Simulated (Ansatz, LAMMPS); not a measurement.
# Structural relaxation of glassy 62SiO2-36CaO-2P2O5 (mol %) (123 atoms), part 2 of 3

Aim: bring glassy 62SiO2-36CaO-2P2O5 (mol %) (123 atoms) to a nearby minimum of the energy and see what moves.

Ansatz 0.2.0; Kohn-Sham DFT, revPBE, PAW (set soft_2), plane waves.

The cell: 28 Si, 16 Ca, 2 P and 77 O. The quench rate of 25 K/ps is orders of magnitude faster than experiment. The network of bonds at the start is that of the classical potential that made the cell. Sampling is at Γ alone, for a cell whose shortest periodic width is 12 Å.

So far. Step 3 (Single point at the start): The r.m.s. force component of 1.00 eV/Å and the pressure of 7.5 GPa set the starting point.

## Step 4: Relaxation

The atoms are relaxed in the fixed cell, aiming at the force tolerance of the input.

File input.yaml:

```yaml
crystal:
  lattice:
    - [11.96858, 0.0, 0.0]
    - [0.0, 11.96858, 0.0]
    - [0.0, 0.0, 11.96858]
  atoms:
    [... the 123 atom lines of step 3 ...]
kpoints:
  mp_grid: { grid: [1, 1, 1] }
hamiltonian:
  xc: revpbe
scf:
  occupations: { method: fixed }
output:
  forces: true
relax:
  f_tol: 0.03
  max_steps: 200
```

Launch:

```sh
$ ansatz run input.yaml --threads 4 --pin off --max-ram 8192MiB --backend cpu --events-out ev --progress --plain --runs-dir out
```

Numbers of over 12 decimals in the logs are rounded to 6 here.

Log:

```text
[...]
Crystal: 123 atoms, lattice volume = 1714.462 Å³
Basis set: ecut = 420 eV, 33371 PW (Γ), exchange–correlation on 160×160×160 points (8 copies of the dense FFT grid, shifted against one another)
Bands: 495, of which v1, the nominal top of the filled ones, is band 372 counted from 1 (371 counted from 0)
Symmetry: 1 space group operations
[...]
k-points: 1
[...]
SCF iter   1: F=—  HF=-92436.966007 eV  |F-HF|=—  |Δ(HF+E_count)|=         —  Δρ=3.57e-3  dr2=2.42e-1  ethr=1.77e-3  ⟨swp⟩=8.0  Hψ=1727  notcnv=0  defer=121
[...]
SCF iter   3: F=—  HF=-92436.947077 eV  |F-HF|=—  |Δ(HF+E_count)|=   7.38e-3  Δρ=7.66e-4  dr2=1.20e-2  ethr=5.05e-6  ⟨swp⟩=5.0  Hψ=567  notcnv=0  defer=114
automatic band count: iteration 3 solves 488 bands in place of 495: the levels show a gap, and the empty bands left out lie too high to hold charge; the band table lists the bands solved (type scf.n_extra_bands for more)
SCF iter   4: F=—  HF=-92436.950195 eV  |F-HF|=—  |Δ(HF+E_count)|=   3.12e-3  Δρ=2.36e-4  dr2=9.24e-4  ethr=1.61e-6  ⟨swp⟩=5.0  Hψ=682  notcnv=0  defer=114
[...]
SCF iter   7: F=-92436.950838 eV  HF=-92436.950836 eV  |F-HF|=2.49e-6  |Δ(HF+E_count)|=   3.17e-5  Δρ=1.66e-5  dr2=4.09e-6  ethr=2.95e-9  ⟨swp⟩=5.0  Hψ=1429  notcnv=0
SCF 1 converged in 7 iterations: F = -92436.950838 eV  dr2 = 4.09e-6
[...]
relax step   1: F+E_penalty+E_count = -92436.95083836 eV  Δ(F+E_penalty+E_count) = +0.000e0 eV  max|allowed force component| = 2.957e0 eV/Å  Δτ_max = 0.0000 Å  (7 SCF iters, dr2 threshold 2.25e-5 eV, accepted)
[... from here on, the SCF cycles and remarks between the steps are left out ...]
relax step   2: F+E_penalty+E_count = -92441.01316569 eV  Δ(F+E_penalty+E_count) = -4.062e0 eV  max|allowed force component| = 1.547e0 eV/Å  Δτ_max = 0.1802 Å  (8 SCF iters, dr2 threshold 1.00e-4 eV, accepted)
relax step   3: F+E_penalty+E_count = -92442.48411924 eV  Δ(F+E_penalty+E_count) = -1.471e0 eV  max|allowed force component| = 1.084e0 eV/Å  Δτ_max = 0.1602 Å  (7 SCF iters, dr2 threshold 1.00e-4 eV, accepted)
relax step   4: F+E_penalty+E_count = -92443.33148223 eV  Δ(F+E_penalty+E_count) = -8.474e-1 eV  max|allowed force component| = 1.627e0 eV/Å  Δτ_max = 0.2000 Å  (7 SCF iters, dr2 threshold 1.00e-4 eV, accepted)
relax step   5: F+E_penalty+E_count = -92443.50054452 eV  Δ(F+E_penalty+E_count) = -1.691e-1 eV  max|allowed force component| = 5.808e-1 eV/Å  Δτ_max = 0.0606 Å  (6 SCF iters, dr2 threshold 1.00e-4 eV, accepted)
relax step   6: F+E_penalty+E_count = -92443.54457532 eV  Δ(F+E_penalty+E_count) = -4.403e-2 eV  max|allowed force component| = 5.902e-1 eV/Å  Δτ_max = 0.2000 Å  (7 SCF iters, dr2 threshold 4.30e-5 eV, accepted)
relax step   7: F+E_penalty+E_count = -92443.51488709 eV  Δ(F+E_penalty+E_count) = +2.969e-2 eV  max|allowed force component| = 6.051e-1 eV/Å  Δτ_max = 0.2000 Å  (7 SCF iters, dr2 threshold 4.44e-5 eV, rejected (line search))
relax step   8: F+E_penalty+E_count = -92443.63621096 eV  Δ(F+E_penalty+E_count) = -9.164e-2 eV  max|allowed force component| = 1.510e-1 eV/Å  Δτ_max = 0.0977 Å  (10 SCF iters, accepted)
relax step   9: F+E_penalty+E_count = -92443.64954628 eV  Δ(F+E_penalty+E_count) = -1.334e-2 eV  max|allowed force component| = 1.336e-1 eV/Å  Δτ_max = 0.1000 Å  (7 SCF iters, dr2 threshold 1.49e-6 eV, accepted)
relax step  10: F+E_penalty+E_count = -92443.64393335 eV  Δ(F+E_penalty+E_count) = +5.613e-3 eV  max|allowed force component| = 1.456e-1 eV/Å  Δτ_max = 0.0978 Å  (8 SCF iters, dr2 threshold 1.17e-6 eV, rejected (line search))
relax step  11: F+E_penalty+E_count = -92443.65761844 eV  Δ(F+E_penalty+E_count) = -8.072e-3 eV  max|allowed force component| = 8.025e-2 eV/Å  Δτ_max = 0.0389 Å  (9 SCF iters, accepted)
relax step  12: F+E_penalty+E_count = -92443.65829341 eV  Δ(F+E_penalty+E_count) = -6.750e-4 eV  max|allowed force component| = 4.393e-2 eV/Å  Δτ_max = 0.0125 Å  (6 SCF iters, dr2 threshold 2.32e-6 eV, accepted)
relax step  13: F+E_penalty+E_count = -92443.65464414 eV  Δ(F+E_penalty+E_count) = +3.649e-3 eV  max|allowed force component| = 2.088e-1 eV/Å  Δτ_max = 0.0437 Å  (9 SCF iters, rejected (line search))
relax step  14: F+E_penalty+E_count = -92443.66004541 eV  Δ(F+E_penalty+E_count) = -1.752e-3 eV  max|allowed force component| = 4.611e-2 eV/Å  Δτ_max = 0.0162 Å  (8 SCF iters, accepted)
relax step  15: F+E_penalty+E_count = -92443.65944260 eV  Δ(F+E_penalty+E_count) = +6.028e-4 eV  max|allowed force component| = 6.560e-2 eV/Å  Δτ_max = 0.0563 Å  (9 SCF iters, rejected (line search))
relax step  16: F+E_penalty+E_count = -92443.66134646 eV  Δ(F+E_penalty+E_count) = -1.301e-3 eV  max|allowed force component| = 1.747e-2 eV/Å  Δτ_max = 0.0275 Å  (8 SCF iters, accepted)
relax step  17: F+E_penalty+E_count = -92443.66183506 eV  Δ(F+E_penalty+E_count) = -4.886e-4 eV  max|allowed force component| = 2.047e-2 eV/Å  Δτ_max = 0.0275 Å  (7 SCF iters, accepted)
SCF converged after 7 iterations
Free energy (F): -92443.661835 eV
[...]
Internal energy: -92443.661835 eV  (E = F + TS)
E sigma→0 (E₀):  -92443.661835 eV
Fermi energy:    4.275232 eV
[...]
--- Forces (eV/Å), atoms counted from 1 ---
  atom   1  Si    -0.00190947    -0.00077532     0.00476695
  atom   2  Si     0.00553039    -0.00553066    -0.00012404
  atom   3  Si     0.00166943    -0.00627063    -0.00151438
  atom   4  Si     0.00476607     0.00033944    -0.00566336
  atom   5  Si    -0.00295306     0.00010038     0.00150850
  atom   6  Si     0.00288828     0.00126983     0.00691166
  atom   7  Si    -0.00187319    -0.00273101    -0.00281682
  atom   8  Si     0.00322740    -0.00159553    -0.00313170
  atom   9  Si     0.00109844    -0.00161764     0.00028550
  atom  10  Si    -0.00179627    -0.00292968    -0.00110423
  atom  11  Si     0.00413891     0.00589032     0.00246271
  atom  12  Si    -0.00218971     0.00329103     0.00916553
  atom  13  Si    -0.01170502    -0.00707791     0.00586419
  atom  14  Si    -0.00311635     0.00547021    -0.00300519
[...]
atom 122  O     -0.00381087     0.00227894     0.00004225
  atom 123  O      0.00075455    -0.00262143    -0.00473625
  max |Σ_I F_I| component: 4.80e-5 eV/Å
--- Relaxed structure (17 steps of the walk, 13 accepted, 0 SCFs on fresh bases) ---
  F+E_penalty+E_count = -92443.66183506 eV   max|allowed force component| = 2.047e-2 eV/Å
  atoms:
    - { symbol: Si, position: [0.140181, 0.906347, 0.958782] }
    - { symbol: Si, position: [0.800662, 0.610824, 0.743529] }
    - { symbol: Si, position: [0.489118, 0.090705, 0.433284] }
    - { symbol: Si, position: [0.564685, 0.620670, 0.501446] }
[...]
- { symbol: O, position: [0.327055, 0.370245, 0.436023] }
```

It took 2.3 min on 4 threads of Intel Xeon 6975P-C (Granite Rapids), shared host; peak memory 2.3 GiB; 8.7 min of CPU time.

Relaxation path:

| step | energy less that of the first step (eV) | largest force component (eV/Å) |
| --- | --- | --- |
| 1 | 0.0000 | 2.9565 |
| 2 | -4.0623 | 1.5467 |
| 3 | -5.5333 | 1.0836 |
| 4 | -6.3806 | 1.6266 |
| 5 | -6.5497 | 0.5808 |
| 6 | -6.5937 | 0.5902 |
| 7 | -6.5640 | 0.6051 |
| 8 | -6.6854 | 0.1510 |
| 9 | -6.6987 | 0.1336 |
| 10 | -6.6931 | 0.1456 |
| 11 | -6.7068 | 0.0803 |
| 12 | -6.7075 | 0.0439 |
| 13 | -6.7038 | 0.2088 |
| 14 | -6.7092 | 0.0461 |
| 15 | -6.7086 | 0.0656 |
| 16 | -6.7105 | 0.0175 |
| 17 | -6.7110 | 0.0205 |

Relaxation steps 7, 10, 13, 15 were tried and not accepted.

The atoms that moved most (Å):

| atom | dx | dy | dz | length |
| --- | --- | --- | --- | --- |
| O123 | 0.213 | 0.344 | 0.149 | 0.431 |
| O118 | -0.332 | -0.147 | -0.141 | 0.389 |
| O49 | -0.211 | 0.293 | 0.036 | 0.363 |
| O86 | 0.249 | 0.146 | 0.200 | 0.352 |
| O105 | -0.273 | 0.034 | -0.141 | 0.309 |
| O116 | 0.088 | -0.145 | 0.255 | 0.306 |
| O83 | -0.283 | 0.063 | -0.062 | 0.296 |
| Ca32 | 0.043 | -0.185 | -0.200 | 0.276 |

The relaxation changed the energy by -54.6 meV/atom, and atoms moved by 0.17 Å r.m.s., 0.43 Å at most.

## Step 5: Structure statistics after relaxation

Bonds before and after, by the cutoffs listed below:

| pair | bonds before | bonds after | mean before (Å) | mean after (Å) | spread before (Å) | spread after (Å) |
| --- | --- | --- | --- | --- | --- | --- |
| O-Si | 112 | 112 | 1.611 | 1.645 | 0.036 | 0.034 |
| O-Ca | 97 | 98 | 2.517 | 2.480 | 0.228 | 0.237 |
| O-P | 8 | 8 | 1.523 | 1.554 | 0.014 | 0.026 |

Density 2.64 g/cm³, 13.94 Å³ an atom.

g(r), total and by pair (bins of 0.2 Å):

| r (Å) | total | O-O | O-Si | O-Ca | O-P | Si-Si | Si-Ca |
| --- | --- | --- | --- | --- | --- | --- | --- |
| 1.50 | 0.59 | 0.00 | 1.02 | 0.00 | 14.75 | 0.00 | 0.00 |
| 1.70 | 3.44 | 0.00 | 12.05 | 0.00 | 0.00 | 0.00 | 0.00 |
| 1.90 | 0.00 | 0.00 | 0.00 | 0.00 | 0.00 | 0.00 | 0.00 |
| 2.10 | 0.10 | 0.00 | 0.00 | 0.59 | 0.00 | 0.00 | 0.00 |
| 2.30 | 0.60 | 0.00 | 0.00 | 3.67 | 0.00 | 0.00 | 0.00 |
| 2.50 | 1.14 | 1.55 | 0.00 | 3.25 | 0.00 | 0.00 | 0.00 |
| 2.70 | 1.69 | 3.95 | 0.00 | 0.85 | 0.00 | 0.00 | 0.00 |
| 2.90 | 0.59 | 1.02 | 0.08 | 0.39 | 0.00 | 1.41 | 0.36 |
| 3.10 | 0.85 | 0.79 | 0.36 | 0.29 | 0.00 | 4.51 | 2.21 |
| 3.30 | 0.83 | 1.01 | 0.49 | 0.20 | 0.78 | 1.14 | 2.09 |
| 3.50 | 0.94 | 0.68 | 1.08 | 0.91 | 1.46 | 0.00 | 2.35 |
| 3.70 | 1.10 | 0.84 | 1.58 | 0.61 | 1.32 | 0.13 | 2.33 |
| 3.90 | 0.95 | 0.68 | 1.37 | 0.89 | 0.87 | 0.58 | 1.21 |
| 4.10 | 1.16 | 0.58 | 2.12 | 1.08 | 2.11 | 0.72 | 0.27 |
| 4.30 | 1.09 | 0.76 | 1.56 | 1.35 | 0.72 | 1.03 | 0.65 |
| 4.50 | 0.94 | 0.89 | 0.86 | 1.18 | 1.77 | 1.38 | 0.46 |
| 4.70 | 1.15 | 1.28 | 0.85 | 1.69 | 0.39 | 1.02 | 0.90 |
| 4.90 | 1.06 | 1.35 | 0.62 | 1.25 | 1.29 | 1.00 | 0.63 |
| 5.10 | 1.12 | 1.41 | 0.73 | 1.00 | 0.34 | 1.73 | 0.99 |
| 5.30 | 0.94 | 1.13 | 0.73 | 0.89 | 0.78 | 1.04 | 0.97 |
| 5.50 | 0.91 | 0.97 | 0.82 | 0.64 | 1.74 | 1.33 | 1.05 |
| 5.70 | 0.93 | 0.91 | 0.90 | 0.89 | 0.67 | 1.23 | 1.18 |
| 5.90 | 0.95 | 0.89 | 1.15 | 0.81 | 1.02 | 0.75 | 0.92 |

Bonds by pair of elements; cutoffs follow the first minimum of g(r), held within bounds set by covalent radii, and pairs that aren't listed don't count as bonded:

| pair A-B | cutoff (Å) | bonds | mean length (Å) | spread (Å) | shortest (Å) | B about A | A about B |
| --- | --- | --- | --- | --- | --- | --- | --- |
| O-Si | 2.12 | 112 | 1.65 | 0.034 | 1.56 | 1.46 | 4 |
| O-Ca | 3.22 | 98 | 2.48 | 0.237 | 2.13 | 1.27 | 6.12 |
| O-P | 1.98 | 8 | 1.55 | 0.026 | 1.51 | 0.104 | 4 |

How many atoms have how many bonded neighbours:

| element | mean | 2 | 3 | 4 | 5 | 6 | 7 |
| --- | --- | --- | --- | --- | --- | --- | --- |
| Ca | 6.12 | 0 | 0 | 0 | 3 | 8 | 5 |
| O | 2.83 | 28 | 34 | 15 | 0 | 0 | 0 |
| P | 4 | 0 | 0 | 2 | 0 | 0 | 0 |
| Si | 4 | 0 | 0 | 28 | 0 | 0 | 0 |

Bond angles, per cent of each kind in bins of 5°:

| angle (°) | O-Ca-O | O-Si-O | Ca-O-Si | Ca-O-Ca | Si-O-Si |
| --- | --- | --- | --- | --- | --- |
| 50–55 | 1.2 | 0.0 | 0.0 | 0.0 | 0.0 |
| 55–60 | 5.9 | 0.0 | 0.0 | 0.0 | 0.0 |
| 60–65 | 4.3 | 0.0 | 0.0 | 0.0 | 0.0 |
| 65–70 | 2.4 | 0.0 | 0.0 | 0.0 | 0.0 |
| 70–75 | 7.8 | 0.0 | 0.0 | 0.0 | 0.0 |
| 75–80 | 8.2 | 0.0 | 1.8 | 1.7 | 0.0 |
| 80–85 | 9.4 | 0.0 | 6.4 | 6.9 | 0.0 |
| 85–90 | 7.1 | 0.0 | 9.1 | 13.8 | 0.0 |
| 90–95 | 7.4 | 0.0 | 11.8 | 17.2 | 0.0 |
| 95–100 | 3.5 | 3.6 | 6.4 | 13.8 | 0.0 |
| 100–105 | 3.5 | 19.0 | 11.8 | 6.9 | 0.0 |
| 105–110 | 4.3 | 31.0 | 5.5 | 6.9 | 0.0 |
| 110–115 | 3.1 | 32.7 | 1.8 | 6.9 | 2.6 |
| 115–120 | 3.5 | 10.7 | 8.2 | 10.3 | 0.0 |
| 120–125 | 3.9 | 3.0 | 6.4 | 5.2 | 7.7 |
| 125–130 | 2.4 | 0.0 | 11.8 | 0.0 | 12.8 |
| 130–135 | 4.3 | 0.0 | 5.5 | 1.7 | 10.3 |
| 135–140 | 2.0 | 0.0 | 3.6 | 0.0 | 17.9 |
| 140–145 | 2.8 | 0.0 | 1.8 | 3.5 | 10.3 |
| 145–150 | 4.3 | 0.0 | 3.6 | 0.0 | 10.3 |
| 150–155 | 5.1 | 0.0 | 0.9 | 3.5 | 12.8 |
| 155–160 | 1.2 | 0.0 | 1.8 | 0.0 | 7.7 |
| 160–165 | 0.8 | 0.0 | 0.0 | 1.7 | 0.0 |
| 165–170 | 0.0 | 0.0 | 1.8 | 0.0 | 5.1 |
| 170–175 | 1.6 | 0.0 | 0.0 | 0.0 | 2.6 |

Bond angles (no mean is given where the spread exceeds 20°):

| angle | count | mean (°) | spread (°) |
| --- | --- | --- | --- |
| O-Ca-O | 255 | - | - |
| O-Si-O | 168 | 109 | 5.4 |
| Ca-O-Si | 110 | - | - |
| Ca-O-Ca | 58 | 105 | 18.9 |
| Si-O-Si | 39 | 142 | 13.6 |

Oxygen atoms by the number of network formers (Si, P, Ge, B, Al, As, Ga) bound to them:

| network formers bound to O | O atoms | per cent |
| --- | --- | --- |
| 0 | 0 | 0 |
| 1 | 34 | 44.2 |
| 2 | 43 | 55.8 |

Network units: each former by its oxygen neighbours and how many of them bridge to another former:

| former | O neighbours | bridging O | atoms |
| --- | --- | --- | --- |
| Si | 4 | 2 | 10 |
| Si | 4 | 3 | 10 |
| Si | 4 | 4 | 8 |
| P | 4 | 1 | 1 |
| P | 4 | 3 | 1 |

Bond length by coordination (bonds to H left out):

| element | coordination | atoms | mean bond length (Å) |
| --- | --- | --- | --- |
| Ca | 5 | 3 | 2.38 |
| Ca | 6 | 8 | 2.48 |
| Ca | 7 | 5 | 2.52 |
| O | 2 | 28 | 1.68 |
| O | 3 | 34 | 2.06 |
| O | 4 | 15 | 2.27 |

Rings of the network by King's shortest-path rule, up to 12 atoms, one path for each pair of neighbours; H, halogens, alkali and alkaline-earth atoms are left out, and the last column divides by all other atoms, bonded or not:

| ring size (atoms) | rings | per network atom |
| --- | --- | --- |
| 10 | 2 | 0.019 |
| 12 | 9 | 0.084 |

Counting bonds as in the table, 50 % of Ca atoms have 6, 44 % of O atoms have 3, all P atoms have 4 and all Si atoms have 4 bonded neighbours. 56 % of the oxygens bridge two formers (Si and P) and 44 % are non-bridging. Rings of 12 atoms are the most common (82 % of those counted); sizes run from 10 to 12, where the search stops.

[end of part 2 of 3]

[Logs are printed without paths, hosts, clocks, repeated set-up lines and the standing remarks that a program may print on its own settings, such as how far it seeks lower states.]

[Hosts, paths, dates, database ids (printed as entryN), source tags and the programs' standing remarks are cut or masked in the printed files.]
